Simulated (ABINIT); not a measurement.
# MgSiSe3 (Pm-3m): phonons by linear response, part 5 of 6

How does MgSiSe3 (Pm-3m) vibrate, and is this structure a minimum?

ABINIT 10.8.3; DFT LDA, scalar-relativistic, plane waves, HGH norm-conserving pseudopotentials.

So far. Step 6 (Zone-centre response): The acoustic modes at Γ come out as far as 1.4 cm⁻¹ from zero, where they should vanish, a small numerical error. The lowest optical mode is imaginary, 142i cm⁻¹, an instability at this level and on this k mesh. Step 7 (Zone-centre analysis): The rule moves no optical mode by more than 0.1 cm⁻¹. The relaxed cell has a = 4.759 Å (conventional setting).

The structure was built from a prototype and need not be the compound's stable phase.

**9. Phonons on a q mesh**

Linear response treats each wavevector in the unit cell, with no supercell; the 2×2×2 mesh fixes the range of the force constants to be had.

File dfpt_q.abi:

```
ndtset 3

# wavevectors
qpt1 0.5 0.0 0.0
qpt2 0.5 0.5 0.0
qpt3 0.5 0.5 0.5

# displacements
getwfk_filepath "gso_WFK"
getwfq_filepath "gso_WFK"
kptopt 3
nqpt 1
rfphon 1
rfatpol 1 5
rfdir 1 1 1
tolvrs 1.0d-10
prtwf 0

# basis, mesh and filling
ecut 30.0
ixc 7
ngkpt 6 6 6
nshiftk 1
shiftk 0.0 0.0 0.0
istwfk *1
occopt 6
tsmear 0.01
nband 19
nstep 100
diemac 1000000.0
prtebands 0
prtgsr 0
useylm 1

# cell and atoms
acell 8.992956408 8.992956408 8.992956408
rprim 
    1.0 0.0 0.0
    0.0 1.0 0.0
    0.0 0.0 1.0
ntypat 3
znucl 12 14 34
natom 5
typat 1 2 3 3 3
xred 
    0.0 0.0 0.0
    0.5 0.5 0.5
    0.5 0.5 0.0
    0.5 0.0 0.5
    0.0 0.5 0.5
pp_dirpath "./pseudo"
pseudos "Mg.hgh, Si.hgh, Se.hgh"
```

Launch:

```bash
$ OMP_NUM_THREADS=1 mpirun -n 4 abinit dfpt_q.abi > dfpt_q.log
```

Numbers of over 12 decimals in the logs are rounded to 6 here.

dfpt_q.abo, the main output file:

```text
[banners, grids, parts of the stress and lines that vanish by symmetry left out]
- input  file    -> dfpt_q.abi
- output file    -> dfpt_q.abo
- root for input  files -> dfpt_qi
[...]
DATASET    1 : space group Pm -3 m (#221); Bravais cP (primitive cubic)
[...]
nfft =      110592          nkpt =         216
[...]
DATASET    2 : space group Pm -3 m (#221); Bravais cP (primitive cubic)
[...]
nfft =      110592          nkpt =         216
[...]
DATASET    3 : space group Pm -3 m (#221); Bravais cP (primitive cubic)
[...]
nfft =      110592          nkpt =         216
[...]
== DATASET  1 ==================================================================
[...]
cutoff_energies: {ecut:  30.0, pawecutdg:  -1.0, }
[...]
Exchange-correlation functional for the present dataset will be:
  LDA: Perdew-Wang 92 LSD fit to Ceperley-Alder data - ixc=7
[...]
Perturbation : displacement of atom   1   along direction   1
[...]
-ETOT  1   1153.1302361413      1.138E+03 1.038E+00 1.798E+07
 ETOT  2   1695.8765957414      5.427E+02 3.744E+00 2.337E+07
 ETOT  3   23.352818254637     -1.673E+03 1.017E+00 3.427E+05
 ETOT  4  0.388714     -2.296E+01 1.587E-02 1.676E+04
 ETOT  5 -0.598312     -9.870E-01 1.943E-03 6.994E+00
[...]
At SCF step   14       vres2   =  1.13E-11 < tolvrs=  1.00E-10 =>converged.
[...]
Perturbation : displacement of atom   1   along direction   2
[...]
-ETOT  1   1.066309     -7.413E+00 1.235E-01 9.769E+03
[...]
At SCF step   12       vres2   =  1.81E-12 < tolvrs=  1.00E-10 =>converged.
[...]
Perturbation : displacement of atom   2   along direction   1
[...]
-ETOT  1   2257.8461363517      2.098E+03 3.044E+00 3.522E+07
[...]
At SCF step   13       vres2   =  8.16E-11 < tolvrs=  1.00E-10 =>converged.
[...]
Perturbation : displacement of atom   2   along direction   2
[...]
-ETOT  1   92.331017041341     -4.199E+01 1.222E+00 3.440E+05
[...]
At SCF step   12       vres2   =  4.25E-12 < tolvrs=  1.00E-10 =>converged.
[...]
Perturbation : displacement of atom   3   along direction   1
[...]
-ETOT  1   4481.3762418998      3.945E+03 6.689E+00 7.317E+07
[...]
Perturbation : displacement of atom   3   along direction   2
[...]
-ETOT  1   207.67709447427     -2.701E+02 9.987E-01 8.250E+05
[...]
Perturbation : displacement of atom   3   along direction   3
[...]
-ETOT  1   305.14897546601     -1.859E+02 2.033E+00 1.129E+06
[...]
Perturbation : displacement of atom   5   along direction   1
[...]
-ETOT  1   13141.704417737      1.259E+04 1.873E+01 2.079E+08
[...]
Perturbation : displacement of atom   5   along direction   2
[...]
-ETOT  1   189.53357935963     -2.882E+02 1.525E+00 7.452E+05
[...]
Phonon wavevector (reduced coordinates) :  0.50000  0.00000  0.00000
 Phonon energies in Hartree :
[...]
Phonon frequencies in cm-1    :
- -1.675794E+02 -1.303169E+02 -1.303169E+02 -1.090433E+02 -9.033791E+01
- -7.560729E+01 -7.560729E+01 -3.524512E+01 -3.524512E+01  5.155664E+01
-  5.155664E+01  2.056742E+02  2.607637E+02  2.607637E+02  3.022736E+02
[...]
== DATASET  2 ==================================================================
[...]
cutoff_energies: {ecut:  30.0, pawecutdg:  -1.0, }
[...]
Exchange-correlation functional for the present dataset will be:
  LDA: Perdew-Wang 92 LSD fit to Ceperley-Alder data - ixc=7
[...]
Perturbation : displacement of atom   1   along direction   1
[...]
-ETOT  1   71.209274230334      5.938E+01 2.931E-01 6.177E+05
[...]
Perturbation : displacement of atom   1   along direction   3
[...]
-ETOT  1  2.05889533059729E-02 -8.232E+00 1.261E-01 3.957E+03
[...]
Perturbation : displacement of atom   2   along direction   1
[...]
-ETOT  1   745.47840346587      5.978E+02 3.145E+00 5.798E+06
[...]
Perturbation : displacement of atom   2   along direction   3
[...]
-ETOT  1   77.925517436919     -5.548E+01 3.603E+00 2.627E+05
[...]
Perturbation : displacement of atom   3   along direction   1
[...]
-ETOT  1   1175.0689422339      6.672E+02 3.720E+00 1.015E+07
[...]
Perturbation : displacement of atom   3   along direction   3
[...]
-ETOT  1   268.65575306530     -2.204E+02 1.348E+00 9.096E+05
[...]
Perturbation : displacement of atom   4   along direction   1
[...]
-ETOT  1   927.00240777959      4.191E+02 4.584E+00 7.793E+06
[...]
Perturbation : displacement of atom   4   along direction   2
[...]
-ETOT  1   2091.7255062314      1.571E+03 3.611E+00 1.745E+07
[...]
Perturbation : displacement of atom   4   along direction   3
[...]
-ETOT  1   166.76882141142     -3.089E+02 1.134E+00 6.054E+05
[...]
Phonon wavevector (reduced coordinates) :  0.50000  0.50000  0.00000
 Phonon energies in Hartree :
[...]
Phonon frequencies in cm-1    :
- -1.364349E+02 -1.364349E+02 -1.102246E+02 -1.059197E+02 -6.990557E+01
- -6.990557E+01 -6.510412E+01 -6.510412E+01  2.127991E+01  8.709308E+01
-  1.915017E+02  2.216346E+02  2.677414E+02  3.184089E+02  3.184089E+02
[...]
== DATASET  3 ==================================================================
[...]
cutoff_energies: {ecut:  30.0, pawecutdg:  -1.0, }
[...]
Exchange-correlation functional for the present dataset will be:
  LDA: Perdew-Wang 92 LSD fit to Ceperley-Alder data - ixc=7
[...]
Perturbation : displacement of atom   1   along direction   1
[...]
-ETOT  1   14.881121481017      4.247E+00 1.770E-01 1.041E+05
[...]
Perturbation : displacement of atom   2   along direction   1
[...]
-ETOT  1   535.54009514713      3.926E+02 4.655E+00 2.970E+06
[...]
Perturbation : displacement of atom   3   along direction   1
[...]
-ETOT  1   473.15890983127     -2.398E+01 2.650E+00 2.862E+06
[...]
At SCF step   12       vres2   =  1.04E-11 < tolvrs=  1.00E-10 =>converged.
[...]
Perturbation : displacement of atom   3   along direction   3
[...]
-ETOT  1   1126.1200322782      6.157E+02 4.951E+00 6.639E+06
[...]
ETOT 10   10.460708770613     -1.053E-10 4.073E-09 1.774E-09
 ETOT 11   10.460708770617      3.240E-12 7.566E-10 1.603E-11
 At SCF step   11       vres2   =  1.60E-11 < tolvrs=  1.00E-10 =>converged.
[...]
Phonon wavevector (reduced coordinates) :  0.50000  0.50000  0.50000
 Phonon energies in Hartree :
[...]
Phonon frequencies in cm-1    :
- -1.356646E+02 -1.356646E+02 -1.356646E+02 -1.145965E+02 -1.145965E+02
- -1.145965E+02  7.510331E+01  7.510331E+01  7.510331E+01  1.947695E+02
-  1.947695E+02  2.323590E+02  3.378141E+02  3.378141E+02  3.378141E+02
[...]
strten2     0.0000000000E+00  0.0000000000E+00  0.0000000000E+00
           strten3     0.0000000000E+00  0.0000000000E+00  0.0000000000E+00
================================================================================
```

Run time: 48 min. Hardware: 4 MPI ranks of Arm Neoverse V1, shared host.

This step gave:

```yaml
lowest_mode_on_the_q_mesh_acoustic_ones_at_the_zone_centre_apart: -167.6 cm⁻¹
```

Frequencies (cm⁻¹) before the sum rule at the irreducible wavevectors but Γ, which is solved apart; negative means imaginary. Frequencies by wavevector:

```
q (fractions)  star  mode 1  mode 2  mode 3  mode 4  mode 13  mode 14  mode 15
      0.5 0 0     3  -167.6  -130.3  -130.3    -109    260.8    260.8    302.3
    0.5 0.5 0     3  -136.4  -136.4  -110.2  -105.9    267.7    318.4    318.4
  0.5 0.5 0.5     1  -135.7  -135.7  -135.7  -114.6    337.8    337.8    337.8
```

**10. Dispersion**

anaddb transforms the dynamical matrices to force constants and back along the path; points of the mesh come back as solved, but for the sum rule and, in polar crystals, the LO-TO term at Γ; the rest is interpolation.

File anaddb.abi:

```
ddb_filepath "all_DDB"
output_file "anaddb.abo"
outdata_prefix "anaddb"
ifcflag 1
ngqpt 2 2 2
nqshft 1
q1shft 0.0 0.0 0.0
asr 1
chneut 0
dipdip 0
dipquad 0
quadquad 0
enunit 0
eivec 0
nph1l 62
qph1l 
    0.0 0.0 0.0 1.0
    0.0 0.05 0.0 1.0
    0.0 0.1 0.0 1.0
    0.0 0.15 0.0 1.0
    0.0 0.2 0.0 1.0
    0.0 0.25 0.0 1.0
    0.0 0.3 0.0 1.0
    0.0 0.35 0.0 1.0
    0.0 0.4 0.0 1.0
    0.0 0.45 0.0 1.0
    0.0 0.5 0.0 1.0
    0.05 0.5 0.0 1.0
    0.1 0.5 0.0 1.0
    0.15 0.5 0.0 1.0
    0.2 0.5 0.0 1.0
    0.25 0.5 0.0 1.0
    0.3 0.5 0.0 1.0
    0.35 0.5 0.0 1.0
    0.4 0.5 0.0 1.0
    0.45 0.5 0.0 1.0
    0.5 0.5 0.0 1.0
    0.45 0.45 0.0 1.0
    0.4 0.4 0.0 1.0
    0.35 0.35 0.0 1.0
    0.3 0.3 0.0 1.0
    0.25 0.25 0.0 1.0
    0.2 0.2 0.0 1.0
    0.15 0.15 0.0 1.0
    0.1 0.1 0.0 1.0
    0.05 0.05 0.0 1.0
    0.0 0.0 0.0 1.0
    0.05 0.05 0.05 1.0
    0.1 0.1 0.1 1.0
    0.15 0.15 0.15 1.0
    0.2 0.2 0.2 1.0
    0.25 0.25 0.25 1.0
    0.3 0.3 0.3 1.0
    0.35 0.35 0.35 1.0
    0.4 0.4 0.4 1.0
    0.45 0.45 0.45 1.0
    0.5 0.5 0.5 1.0
    0.45 0.5 0.45 1.0
    0.4 0.5 0.4 1.0
    0.35 0.5 0.35 1.0
    0.3 0.5 0.3 1.0
    0.25 0.5 0.25 1.0
    0.2 0.5 0.2 1.0
    0.15 0.5 0.15 1.0
    0.1 0.5 0.1 1.0
    0.05 0.5 0.05 1.0
    0.0 0.5 0.0 1.0
    0.5 0.5 0.5 1.0
    0.5 0.5 0.45 1.0
    0.5 0.5 0.4 1.0
    0.5 0.5 0.35 1.0
    0.5 0.5 0.3 1.0
    0.5 0.5 0.25 1.0
    0.5 0.5 0.2 1.0
    0.5 0.5 0.15 1.0
    0.5 0.5 0.1 1.0
    0.5 0.5 0.05 1.0
    0.5 0.5 0.0 1.0
```

File mrgddb.in:

```
all_DDB
merged
4
dfpt_gammao_DDB
dfpt_qo_DS1_DDB
dfpt_qo_DS2_DDB
dfpt_qo_DS3_DDB
```

Launch:

```bash
$ mrgddb < mrgddb.in > mrgddb.log
$ OMP_NUM_THREADS=1 anaddb anaddb.abi > anaddb.log
```

anaddb.abo, the main output file:

```text
[banners, grids, parts of the stress and lines that vanish by symmetry left out]
-outvars_anaddb: echo values of input variables ----------------------

 Flags :
[...]
Phonon wavevector (reduced coordinates) :  0.00000  0.00000  0.00000
 Phonon energies in Hartree :
[...]
Phonon frequencies in cm-1    :
- -1.415590E+02 -1.415590E+02 -1.415590E+02 -1.411839E+02 -1.411839E+02
- -1.411839E+02 -5.416302E+01 -5.416302E+01 -5.416302E+01  0.000000E+00
-  0.000000E+00  0.000000E+00  2.587215E+02  2.587215E+02  2.587215E+02
[...]
Phonon wavevector (reduced coordinates) :  0.00000  0.05000  0.00000
 Phonon energies in Hartree :
[...]
Phonon frequencies in cm-1    :
- -1.418887E+02 -1.412622E+02 -1.412622E+02 -1.407419E+02 -1.401856E+02
- -1.401856E+02 -5.329927E+01 -5.329927E+01 -4.844009E+01  8.290136E+00
-  8.290136E+00  2.234239E+01  2.587767E+02  2.587767E+02  2.594692E+02
[...]
Phonon wavevector (reduced coordinates) :  0.00000  0.10000  0.00000
 Phonon energies in Hartree :
[...]
Phonon frequencies in cm-1    :
- -1.439145E+02 -1.404462E+02 -1.404462E+02 -1.384591E+02 -1.371752E+02
- -1.371752E+02 -5.073272E+01 -5.073272E+01 -4.493579E+01  1.628577E+01
-  1.628577E+01  5.759396E+01  2.589353E+02  2.589353E+02  2.617029E+02
[...]
Phonon wavevector (reduced coordinates) :  0.00000  0.15000  0.00000
 Phonon energies in Hartree :
[...]
Phonon frequencies in cm-1    :
- -1.470142E+02 -1.391875E+02 -1.391875E+02 -1.350590E+02 -1.322510E+02
- -1.322510E+02 -5.005462E+01 -4.655464E+01 -4.655464E+01  2.371733E+01
-  2.371733E+01  9.292806E+01  2.591783E+02  2.591783E+02  2.653877E+02
[...]
Phonon wavevector (reduced coordinates) :  0.00000  0.20000  0.00000
 Phonon energies in Hartree :
[...]
Phonon frequencies in cm-1    :
- -1.508294E+02 -1.376110E+02 -1.376110E+02 -1.308783E+02 -1.255709E+02
- -1.255709E+02 -5.781826E+01 -4.099286E+01 -4.099286E+01  3.037583E+01
[...]
Phonon wavevector (reduced coordinates) :  0.00000  0.25000  0.00000
 Phonon energies in Hartree :
[...]
Phonon frequencies in cm-1    :
[...]
Phonon wavevector (reduced coordinates) :  0.00000  0.30000  0.00000
 Phonon energies in Hartree :
[...]
Phonon frequencies in cm-1    :
[...]
Phonon wavevector (reduced coordinates) :  0.00000  0.35000  0.00000
 Phonon energies in Hartree :
[...]
Phonon frequencies in cm-1    :
[...]
Phonon wavevector (reduced coordinates) :  0.00000  0.40000  0.00000
 Phonon energies in Hartree :
[...]
Phonon frequencies in cm-1    :
[...]
Phonon wavevector (reduced coordinates) :  0.00000  0.45000  0.00000
 Phonon energies in Hartree :
[...]
Phonon frequencies in cm-1    :
[...]
Phonon wavevector (reduced coordinates) :  0.00000  0.50000  0.00000
 Phonon energies in Hartree :
[...]
Phonon frequencies in cm-1    :
[...]
Phonon wavevector (reduced coordinates) :  0.05000  0.50000  0.00000
 Phonon energies in Hartree :
[...]
Phonon frequencies in cm-1    :
[...]
Phonon wavevector (reduced coordinates) :  0.10000  0.50000  0.00000
 Phonon energies in Hartree :
[...]
Phonon frequencies in cm-1    :
[...]
Phonon wavevector (reduced coordinates) :  0.15000  0.50000  0.00000
 Phonon energies in Hartree :
[...]
Phonon frequencies in cm-1    :
[...]
Phonon wavevector (reduced coordinates) :  0.25000  0.25000  0.25000
 Phonon energies in Hartree :
[...]
Phonon frequencies in cm-1    :
[...]
-  1.561640E+02  1.762885E+02  2.840368E+02  2.840368E+02  2.880426E+02
  Phonon wavevector (reduced coordinates) :  0.30000  0.30000  0.30000
 Phonon energies in Hartree :
[...]
Phonon frequencies in cm-1    :
- -1.299754E+02 -1.299754E+02 -1.237696E+02 -1.150327E+02 -1.090341E+02
- -1.090341E+02  1.847026E+01  2.981391E+01  2.981391E+01  1.738028E+02
-  1.738028E+02  1.995412E+02  2.977605E+02  2.977605E+02  3.007817E+02
  Phonon wavevector (reduced coordinates) :  0.35000  0.35000  0.35000
 Phonon energies in Hartree :
[...]
Phonon frequencies in cm-1    :
- -1.306854E+02 -1.306854E+02 -1.218508E+02 -1.200970E+02 -1.096673E+02
- -1.096673E+02  4.896974E+01  4.979338E+01  4.979338E+01  1.848087E+02
[...]
Phonon wavevector (reduced coordinates) :  0.40000  0.40000  0.40000
 Phonon energies in Hartree :
[...]
Phonon frequencies in cm-1    :
[...]
Phonon wavevector (reduced coordinates) :  0.45000  0.45000  0.45000
 Phonon energies in Hartree :
[...]
Phonon frequencies in cm-1    :
[...]
Phonon wavevector (reduced coordinates) :  0.50000  0.50000  0.50000
 Phonon energies in Hartree :
[...]
Phonon frequencies in cm-1    :
[...]
Phonon wavevector (reduced coordinates) :  0.50000  0.50000  0.05000
 Phonon energies in Hartree :
[...]
Phonon frequencies in cm-1    :
[...]
Phonon wavevector (reduced coordinates) :  0.50000  0.50000  0.00000
 Phonon energies in Hartree :
[...]
Phonon frequencies in cm-1    :
[...]
- -6.991347E+01 -6.512350E+01 -6.512350E+01  2.122052E+01  8.708754E+01
-  1.914958E+02  2.216295E+02  2.677395E+02  3.184093E+02  3.184093E+02
-
```

Wall time 0.53 s (1 thread).

This step gave:

| Quantity | Value |
| --- | --- |
| lowest frequency on the path | -167.6 cm⁻¹ |

[end of part 5 of 6]

[Host names and launcher messages were left out of these logs when they were recorded.]

[Logs are printed without paths, hosts, clocks, repeated set-up lines and the standing remarks that a program may print on its own settings, such as how far it seeks lower states.]

[Hosts, paths, dates, database ids (printed as entryN), source tags and the programs' standing remarks are cut or masked in the printed files.]
